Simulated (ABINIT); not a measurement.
## Beyond one shot: SiO2 (P3_221)

Wanted: G0W0 and self-consistent gaps of SiO2 (P3_221), with the cost of the cycles.

Program: ABINIT 10.8.3. Level of theory: LDA and many-body steps on it, plane waves. Results are calculated unless marked as measured.

## 1. Starting point

Symmetry: P3_221, No. 154, trigonal system. The conventional cell has a = 4.916 Å, b = 4.916 Å, c = 5.408 Å, α = 90.00°, β = 90.00°, γ = 120.00°. Si has 4 O at 1.61 Å nearest. O has 2 Si at 1.61 Å nearest. Farther neighbours and most contacts between anions are not listed.

The cell and positions come from the Crystallography Open Database and are kept as given unless a step says otherwise.

## 2. Empty states on the mesh, 3×3×2 mesh, 195 bands

This step: ABINIT 10.8.3; DFT, LDA, plane waves, norm-conserving pseudopotentials.

The sums over transitions need many empty states on a uniform mesh; this step solves for them.

Input file run.abi:

```
acell 3*1.0 Angstrom
rprim 
  4.916359999971 0.000000000007 0.000000000000
  -2.458179999991 4.257692654122 0.000000000000
  0.000000000000 0.000000000000 5.408400000000
ntypat 2
znucl 14 8
natom 9
typat 1 1 1 2 2 2 2 2 2
xred 
  0.469730000000 0.000000000000 0.666666666667
  0.000000000000 0.469730000000 0.333333333333
  0.530270000000 0.530270000000 -0.000000000000
  0.413540000000 0.267580000000 0.785580000000
  0.732420000000 0.145960000000 0.452246666667
  0.854040000000 0.586460000000 0.118913333333
  0.267580000000 0.413540000000 0.214420000000
  0.145960000000 0.732420000000 0.547753333333
  0.586460000000 0.854040000000 0.881086666667
pp_dirpath "pseudos"
pseudos "Si.upf, O.upf"
ecut 36
ngkpt 3 3 2
nshiftk 1
shiftk 0 0 0
kptopt 1
chksymbreak 0
iscf -2
irdden 1
istwfk *1
nband 195
nbdbuf 16
tolwfr 1e-09
nstep 60
prtvol 0
indata_prefix "in"
outdata_prefix "out"
tmpdata_prefix "tmp"
```

Launch:

```
> OMP_NUM_THREADS=1 mpirun -n 4 abinit run.abi > log
```

Numbers of over 12 decimals in the logs are rounded to 6 here.

Log:

```text
.Version 10.8.3 of ABINIT. v10.8.2 released Aug 2026.

 Symmetries : space group P3_2 2 1 (#154); Bravais hP (primitive hexag.)
[... echo of the input left out ...]
== DATASET  1 ==================================================================
-   mpi_nproc: 4, omp_nthreads: 1 (-1 if OMP is not activated)

--- !DatasetInfo
iteration_state: {dtset: 1, }
dimensions: {natom: 9, nkpt: 6, mband: 195, nsppol: 1, nspinor: 1, nspden: 1, mpw: 7935, }
cutoff_energies: {ecut:  36.0, pawecutdg:  -1.0, }
[...]
2.46385    2.47844    2.47844    2.48063    2.48707    2.48872    2.48872    2.49634
   2.54386    2.54386    2.57556    2.57882    2.59205    2.59432    2.59470    2.59841
   2.59902    2.63561    2.64149
 prteigrs : prtvol=0 or 1, do not print more k-points.

== END DATASET(S) ==============================================================
================================================================================

 -outvars: echo values of variables after computation  --------
            nband         195
             nkpt           6
          spgroup         154
 [... the other variables as echoed above ...]

 Calculation completed.
```

Elapsed: 2.6 min, on 4 MPI ranks of Arm Neoverse V1, shared host; peak memory 0.49 GiB.

This step gave:

- gap: 5.794 eV
- k of the valence top: 0.3333, 0.3333, 0
- k of the conduction bottom: 0, 0, 0
- least direct gap: 6.120 eV
- k points computed: 6
- lowest point of the top converged band, above the valence top: 66.2380 eV

On this mesh the gap is 5.794 eV.

The density comes from a self-consistent run that is not shown.

## 3. Screening, 3×3×2 mesh, 179 bands, screening to 106.1 eV

The RPA dielectric matrix is built and inverted for each q.

This step: RPA screening on LDA, plane waves, norm-conserving pseudopotentials.

run.abi, as its differences from that of step 2:

```diff
@@ -27,10 +27,11 @@
 chksymbreak 0
-iscf -2
-irdden 1
 istwfk *1
-nband 195
-nbdbuf 16
-tolwfr 1e-09
-nstep 60
-prtvol 0
+occopt 1
+irdwfk 1
+optdriver 3
+nband 179
+ecuteps 3.9
+inclvkb 2
+awtr 1
+symchi 1
 indata_prefix "in"
```

Log:

```text
.Version 10.8.3 of ABINIT. v10.8.2 released Aug 2026.

 Symmetries : space group P3_2 2 1 (#154); Bravais hP (primitive hexag.)
[... echo of the input left out ...]
== DATASET  1 ==================================================================
-   mpi_nproc: 4, omp_nthreads: 1 (-1 if OMP is not activated)

--- !DatasetInfo
iteration_state: {dtset: 1, }
dimensions: {natom: 9, nkpt: 6, mband: 179, nsppol: 1, nspinor: 1, nspden: 1, mpw: 7935, }
cutoff_energies: {ecut:  36.0, pawecutdg:  -1.0, }
electrons: {nelect:   4.80000000E+01, charge:   0.00000000E+00, occopt:   1.00000000E+00, tsmear:   1.00000000E-02, }

 SCREENING: Calculation of the susceptibility and dielectric matrices

 Based on a program developped by R.W. Godby, V. Olevano, G. Onida, and L. Reining.
 Incorporated in ABINIT by V. Olevano, G.-M. Rignanese, and M. Torrent.
.Using double precision arithmetic ; gwpc =  8

[... cell and pseudopotentials left out ...]
--------------------------------------------------------------------------------

 ==== K-mesh for the wavefunctions ====
 Number of points in the irreducible wedge :     6
[... list of points left out ...]
 Together with  6 symmetry operations and time-reversal symmetry
 yields    18 points in the full Brillouin Zone.

 ==== Q-mesh for the screening function ====
 Number of points in the irreducible wedge :     6
[... list of points left out ...]
 Together with  6 symmetry operations and time-reversal symmetry
 yields    18 points in the full Brillouin Zone.

 setmesh: FFT mesh size selected  =    36x   36x   45
          total number of points  =        58320

 vcoul_init : cutoff-mode = AUXILIARY_FUNCTION
 q-points for optical limit:   1
     1)      0.000010    0.000020    0.000030

- screening: taking advantage of time-reversal symmetry
- Maximum band index for partially occupied states nbvw = 24
- Remaining bands to be divided among processors   nbcw = 155
- Number of bands treated by each node ~38

 Number of electrons calculated from density =   48.0000; Expected =   48.0000
 average of density, n =  0.062829
 r_s =    1.5605
 omega_plasma =   24.1788 [eV]

 calculating chi0 at frequencies [eV] :
  1    0.000000E+00    0.000000E+00
  2    0.000000E+00    2.417879E+01

--------------------------------------------------------------------------------
  q-point number  1        q = ( 0.000000, 0.000000, 0.000000) [r.l.u.]
--------------------------------------------------------------------------------
[... chi0 elements left out ...]
 For q-point:  0.000010 0.000020 0.000030
  dielectric constant =   2.4002
  dielectric constant without local fields =   2.5979

  Average fulfillment of the sum rule on Im[epsilon] for q-point    1 :     64.39  [%]
[... wings left out ...]
  q-point number  2        q = ( 0.333333, 0.000000, 0.000000) [r.l.u.]
--------------------------------------------------------------------------------
[... chi0 elements left out ...]
  Average fulfillment of the sum rule on Im[epsilon] for q-point    2 :     70.28  [%]

 [... 4 further q-points ...]
```

Run time: 1.9 min. Hardware: 4 MPI ranks; peak memory 2 GiB; 7.5 min of CPU time.

This step gave:

- ε∞ with local fields, on this mesh, along the program's q direction: 2.400
- the same without local fields: 2.598
- plasma frequency: 24.18 eV
- plane waves in the screening matrix: 279

Local fields lower ε∞ by 8 %. On a Γ-centred mesh this coarse the value itself is usually too large, while a short band sum pulls it down.

## 4. G0W0

The self-energy is evaluated for the states that the input lists, and the levels follow from it, in one-shot runs by the linearised quasiparticle equation.

This step: G0W0 on LDA, plane waves, norm-conserving pseudopotentials.

run.abi, as its differences from that of step 3:

```diff
@@ -30,8 +30,19 @@
 irdwfk 1
-optdriver 3
+optdriver 4
 nband 179
+gwcalctyp 0
+ecutsigx 36
+symsigma 1
+nkptgw 3
+kptgw 
+  0.3333333333 0.3333333333 0.0000000000
+  0.0000000000 0.0000000000 0.0000000000
+  0.0000000000 0.0000000000 0.5000000000
+bdgw 
+  22 26
+  23 27
+  22 26
 ecuteps 3.9
-inclvkb 2
-awtr 1
-symchi 1
+irdscr 1
+ppmodel 1
 indata_prefix "in"
```

Log:

```text
.Version 10.8.3 of ABINIT. v10.8.2 released Aug 2026.

 Symmetries : space group P3_2 2 1 (#154); Bravais hP (primitive hexag.)
[... echo of the input left out ...]
== DATASET  1 ==================================================================
-   mpi_nproc: 4, omp_nthreads: 1 (-1 if OMP is not activated)

--- !DatasetInfo
iteration_state: {dtset: 1, }
dimensions: {natom: 9, nkpt: 6, mband: 179, nsppol: 1, nspinor: 1, nspden: 1, mpw: 7935, }
cutoff_energies: {ecut:  36.0, pawecutdg:  -1.0, }
electrons: {nelect:   4.80000000E+01, charge:   0.00000000E+00, occopt:   1.00000000E+00, tsmear:   1.00000000E-02, }

 SIGMA: Calculation of the GW corrections

 Based on a program developped by R.W. Godby, V. Olevano, G. Onida, and L. Reining.
 Incorporated in ABINIT by V. Olevano, G.-M. Rignanese, and M. Torrent.
.Using double precision arithmetic ; gwpc =  8

[... cell and pseudopotentials left out ...]
--------------------------------------------------------------------------------

 ==== K-mesh for the wavefunctions ====
 Number of points in the irreducible wedge :     6
[... list of points left out ...]
 Together with  6 symmetry operations and time-reversal symmetry
 yields    18 points in the full Brillouin Zone.

 ==== Q-mesh for screening function ====
 Number of points in the irreducible wedge :     6
[... list of points left out ...]
 Together with  6 symmetry operations and time-reversal symmetry
 yields    18 points in the full Brillouin Zone.

 vcoul_init : cutoff-mode = AUXILIARY_FUNCTION
 q-points for optical limit:   1
     1)      0.000010    0.000020    0.000030
 setmesh: FFT mesh size selected  =    45x   45x   60
          total number of points  =       121500

 Number of electrons calculated from density =   48.0000; Expected =   48.0000
 average of density, n =  0.062829
 r_s =    1.5605
 omega_plasma =   24.1788 [eV]

 === KS Band Gaps ===
  >>>> For spin  1
   Minimum direct gap =   6.1205 [eV], located at k-point      :   0.0000  0.0000  0.0000
   Fundamental gap    =   5.7943 [eV], Top of valence bands at :   0.3333  0.3333  0.0000
                                       Bottom of conduction at :   0.0000  0.0000  0.0000
 SIGMA fundamental parameters:
 PLASMON POLE MODEL  1
 number of plane-waves for SigmaX                 7935
 number of plane-waves for SigmaC and W            279
 number of plane-waves for wavefunctions          7935
 number of bands                                   179
 number of independent spin polarizations            1
 number of spinorial components                      1
 number of k-points in IBZ                           6
 number of q-points in IBZ                           6
 number of symmetry operations                       6
 number of k-points in BZ                           18
 number of q-points in BZ                           18
 number of frequencies for dSigma/dE                 9
 frequency step for dSigma/dE [eV]                0.25
 number of omega for Sigma on real axis              0
 max omega for Sigma on real axis  [eV]           0.00
 zcut for avoiding poles [eV]                     0.10

 EPSILON^-1 parameters (SCR file):
 dimension of the eps^-1 matrix on file            279
 dimension of the eps^-1 matrix used               279
 number of plane-waves for wavefunctions          7935
 number of bands                                   179
 number of q-points in IBZ                           6
 number of frequencies                               2
 number of real frequencies                          1
 number of imag frequencies                          1

 matrix elements of self-energy operator (all in [eV])

 Perturbative Calculation

--- !SelfEnergy_ee
iteration_state: {dtset: 1, }
kpoint     : [   0.333,    0.333,    0.000, ]
spin       : 1
KS_gap     :    8.686
QP_gap     :   12.014
Delta_QP_KS:    3.329
data: !SigmaeeData |
     Band     E0 <VxcDFT>   SigX SigC(E0)      Z dSigC/dE  Sig(E)    E-E0       E
       22  -0.319 -19.497 -25.455   4.134   0.816  -0.225 -20.985  -1.489  -1.808
       23  -0.319 -19.497 -25.455   4.134   0.816  -0.225 -20.985  -1.489  -1.808
       24   0.118 -19.838 -25.696   4.116   0.817  -0.224 -21.262  -1.423  -1.306
       25   8.803 -12.579  -7.117  -3.244   0.859  -0.164 -10.674   1.905  10.709
       26   8.803 -12.579  -7.117  -3.244   0.859  -0.164 -10.674   1.905  10.709

--- !SelfEnergy_ee
iteration_state: {dtset: 1, }
kpoint     : [   0.000,    0.000,    0.000, ]
spin       : 1
KS_gap     :    6.121
QP_gap     :    9.105
Delta_QP_KS:    2.984
data: !SigmaeeData |
     Band     E0 <VxcDFT>   SigX SigC(E0)      Z dSigC/dE  Sig(E)    E-E0       E
       23  -0.209 -19.275 -25.141   4.056   0.817  -0.223 -20.755  -1.480  -1.688
[...]
--- !SelfEnergy_ee
iteration_state: {dtset: 1, }
kpoint     : [   0.000,    0.000,    0.500, ]
spin       : 1
KS_gap     :    7.809
QP_gap     :   11.035
Delta_QP_KS:    3.226
data: !SigmaeeData |
     Band     E0 <VxcDFT>   SigX SigC(E0)      Z dSigC/dE  Sig(E)    E-E0       E
[...]
24   0.031 -19.703 -25.601   4.121   0.817  -0.224 -21.155  -1.452  -1.421
       25   7.840 -12.575  -7.446  -3.070   0.861  -0.161 -10.801   1.774   9.614
       26   7.840 -12.575  -7.446  -3.070   0.861  -0.161 -10.801   1.774   9.614

== END DATASET(S) ==============================================================
================================================================================

 -outvars: echo values of variables after computation  --------
           etotal      0.0000000000E+00
            nband         179
             nkpt           6
          spgroup         154
 [... the other variables as echoed above ...]

 Calculation completed.
```

The job ended after 23 s (4 MPI ranks; peak memory 1.6 GiB; 91 s of CPU time).

This step gave:

* G0W0 gap on the points computed: 8.722 eV
* starting gap on the mesh: 5.794 eV
* k of the valence top: 0.3333, 0.3333, 0
* k of the conduction bottom: 0, 0, 0
* Z at the valence top: 0.817
* Z at the conduction bottom: 0.87
* least direct G0W0 gap on the computed points: 9.104 eV

The gap on the mesh goes from 5.79 eV to 8.72 eV, a correction of +2.93 eV.

## 5. evGW0, cycle 1

This step: evGW0 on LDA, plane waves, norm-conserving pseudopotentials.

run.abi, as its differences from that of step 4:

```diff
@@ -32,14 +32,20 @@
 nband 179
-gwcalctyp 0
+gwcalctyp 10
 ecutsigx 36
 symsigma 1
-nkptgw 3
+nkptgw 6
 kptgw 
+  0.0000000000 0.0000000000 0.0000000000
+  0.3333333333 0.0000000000 0.0000000000
   0.3333333333 0.3333333333 0.0000000000
-  0.0000000000 0.0000000000 0.0000000000
   0.0000000000 0.0000000000 0.5000000000
+  0.3333333333 0.0000000000 0.5000000000
+  0.3333333333 0.3333333333 0.5000000000
 bdgw 
-  22 26
-  23 27
-  22 26
+  7 32
+  7 32
+  7 32
+  7 32
+  7 32
+  7 32
 ecuteps 3.9
```

Log:

```text
.Version 10.8.3 of ABINIT. v10.8.2 released Aug 2026.

 Symmetries : space group P3_2 2 1 (#154); Bravais hP (primitive hexag.)
[... echo of the input left out ...]
== DATASET  1 ==================================================================
-   mpi_nproc: 4, omp_nthreads: 1 (-1 if OMP is not activated)

--- !DatasetInfo
iteration_state: {dtset: 1, }
dimensions: {natom: 9, nkpt: 6, mband: 179, nsppol: 1, nspinor: 1, nspden: 1, mpw: 7935, }
cutoff_energies: {ecut:  36.0, pawecutdg:  -1.0, }
electrons: {nelect:   4.80000000E+01, charge:   0.00000000E+00, occopt:   1.00000000E+00, tsmear:   1.00000000E-02, }

 SIGMA: Calculation of the GW corrections

 Based on a program developped by R.W. Godby, V. Olevano, G. Onida, and L. Reining.
 Incorporated in ABINIT by V. Olevano, G.-M. Rignanese, and M. Torrent.
.Using double precision arithmetic ; gwpc =  8

[... cell and pseudopotentials left out ...]
--------------------------------------------------------------------------------

 ==== K-mesh for the wavefunctions ====
 Number of points in the irreducible wedge :     6
[... list of points left out ...]
 Together with  6 symmetry operations and time-reversal symmetry
 yields    18 points in the full Brillouin Zone.

 ==== Q-mesh for screening function ====
 Number of points in the irreducible wedge :     6
[... list of points left out ...]
 Together with  6 symmetry operations and time-reversal symmetry
 yields    18 points in the full Brillouin Zone.

 vcoul_init : cutoff-mode = AUXILIARY_FUNCTION
 q-points for optical limit:   1
     1)      0.000010    0.000020    0.000030
 setmesh: FFT mesh size selected  =    45x   45x   60
          total number of points  =       121500

 Number of electrons calculated from density =   48.0000; Expected =   48.0000
[...]
KS_gap     :    8.569
QP_gap     :   11.924
Delta_QP_KS:    3.355
data: !SigmaeeData |
     Band     E_DFT   <VxcDFT>   E(N-1)  <Hhartree>   SigX  SigC[E(N-1)]    Z     dSigC/dE  Sig[E(N)]  DeltaE  E(N)_pert E(N)_diago
[...]
--- !SelfEnergy_ee
iteration_state: {dtset: 1, }
kpoint     : [   0.333,    0.333,    0.500, ]
spin       : 1
KS_gap     :    9.482
QP_gap     :   13.114
Delta_QP_KS:    3.632
data: !SigmaeeData |
     Band     E_DFT   <VxcDFT>   E(N-1)  <Hhartree>   SigX  SigC[E(N-1)]    Z     dSigC/dE  Sig[E(N)]  DeltaE  E(N)_pert E(N)_diago
[...]
31    10.798   -11.659    10.798    22.457    -5.661    -3.585     0.858    -0.166    -9.589     2.070    12.868    13.211
       32    10.798   -11.659    10.798    22.457    -5.661    -3.585     0.858    -0.166    -9.589     2.070    12.868    13.211

 New Fermi energy :        1.105724E-01 Ha ,    3.008829E+00 eV

 === QP Band Gaps ===
  >>>> For spin  1
   Minimum direct gap =   9.6601 [eV], located at k-point      :   0.0000  0.0000  0.0000
   Fundamental gap    =   9.2655 [eV], Top of valence bands at :   0.3333  0.3333  0.0000
                                       Bottom of conduction at :   0.0000  0.0000  0.0000

 writing QP data on file : out_QPS

 Convergence of QP corrections
 >>>>> For spin  1 <<<<<
.  kptgw no:  1; Maximum DeltaE = (   1.504   0.000) for band index: 25
.  kptgw no:  2; Maximum DeltaE = (   1.907  -0.000) for band index: 26
.  kptgw no:  3; Maximum DeltaE = (   1.886   0.001) for band index:  1
.  kptgw no:  4; Maximum DeltaE = (   1.774   0.000) for band index: 26
.  kptgw no:  5; Maximum DeltaE = (   1.628   0.000) for band index:  1
.  kptgw no:  6; Maximum DeltaE = (   1.842  -0.000) for band index:  1

== END DATASET(S) ==============================================================
================================================================================

 -outvars: echo values of variables after computation  --------
           etotal      0.0000000000E+00
            nband         179
             nkpt           6
          spgroup         154
 [... the other variables as echoed above ...]

 Calculation completed.
```

It took 4.8 min on 4 MPI ranks; peak memory 2.4 GiB; 19 min of CPU time.

Numbers from this step:

| Item | Value |
| --- | --- |
| quasiparticle gap on the mesh | 9.266 eV |
| gap of the density functional on the mesh | 5.794 eV |
| k of the valence top | 0.3333, 0.3333, 0 |
| k of the conduction bottom | 0, 0, 0 |
| Z at the valence top | 0.817 |
| Z at the conduction bottom | 0.87 |
| least direct quasiparticle gap on the computed points | 9.661 eV |

Against G0W0 in ABINIT (3×3×2 mesh, 179 bands, screening to 106.1 eV, Godby-Needs plasmon pole), the gap moves by +0.544 eV. This first cycle still uses the starting levels; it takes the full correction, at all points of the mesh, and its linearised value is 8.722 eV.

## 6. evGW0, cycle 2

The corrected levels of the last cycle go back in.

run.abi, as its differences from that of step 5:

```diff
@@ -53,2 +53,3 @@
 ppmodel 1
+irdqps 1
 indata_prefix "in"
```

Log:

```text
.Version 10.8.3 of ABINIT. v10.8.2 released Aug 2026.

 Symmetries : space group P3_2 2 1 (#154); Bravais hP (primitive hexag.)
[... echo of the input left out ...]
== DATASET  1 ==================================================================
-   mpi_nproc: 4, omp_nthreads: 1 (-1 if OMP is not activated)

--- !DatasetInfo
iteration_state: {dtset: 1, }
dimensions: {natom: 9, nkpt: 6, mband: 179, nsppol: 1, nspinor: 1, nspden: 1, mpw: 7935, }
cutoff_energies: {ecut:  36.0, pawecutdg:  -1.0, }
[...]
.  kptgw no:  4; Maximum DeltaE = (  -0.128   0.000) for band index: 25
.  kptgw no:  5; Maximum DeltaE = (  -0.155   0.000) for band index: 25
.  kptgw no:  6; Maximum DeltaE = (   0.060   0.000) for band index: 19

== END DATASET(S) ==============================================================
================================================================================

 -outvars: echo values of variables after computation  --------
           etotal      0.0000000000E+00
            nband         179
             nkpt           6
          spgroup         154
 [... the other variables as echoed above ...]

 Calculation completed.
```

It took 4.7 min on 4 MPI ranks; peak memory 2.4 GiB.

This step gave:

```yaml
quasiparticle_gap_on_the_mesh: 9.145 eV
gap_of_the_density_functional_on_the_mesh: 5.794 eV
k_of_the_valence_top: 0.3333, 0.3333, 0
k_of_the_conduction_bottom: 0, 0, 0
least_direct_quasiparticle_gap_on_the_computed_points: 9.528 eV
```

Against the cycle before, the gap moves by −0.121 eV.

(Continued in part 2 of 3.)

[Paths, hosts, dates, memory and timing lines, banners, echoed tables and standing remarks are left out of the program output.]

[Logs are printed without paths, hosts, clocks, repeated set-up lines and the standing remarks that a program may print on its own settings, such as how far it seeks lower states.]

[Runs of the session that timed out or met a known fault of the program may be left out.]

[Hosts, paths, dates, database ids (printed as entryN), source tags and the programs' standing remarks are cut or masked in the printed files.]

[G0W0 gaps are taken among the corrected bands and points alone; a level outside them can change the order at an edge.]

[Where Ansatz stands beside ABINIT at settings called matched, ABINIT's density can come from a denser mesh and the files from another edition; pairs whose starting gaps differed by over 0.03 eV were left out, so agreement reads better than it is.]
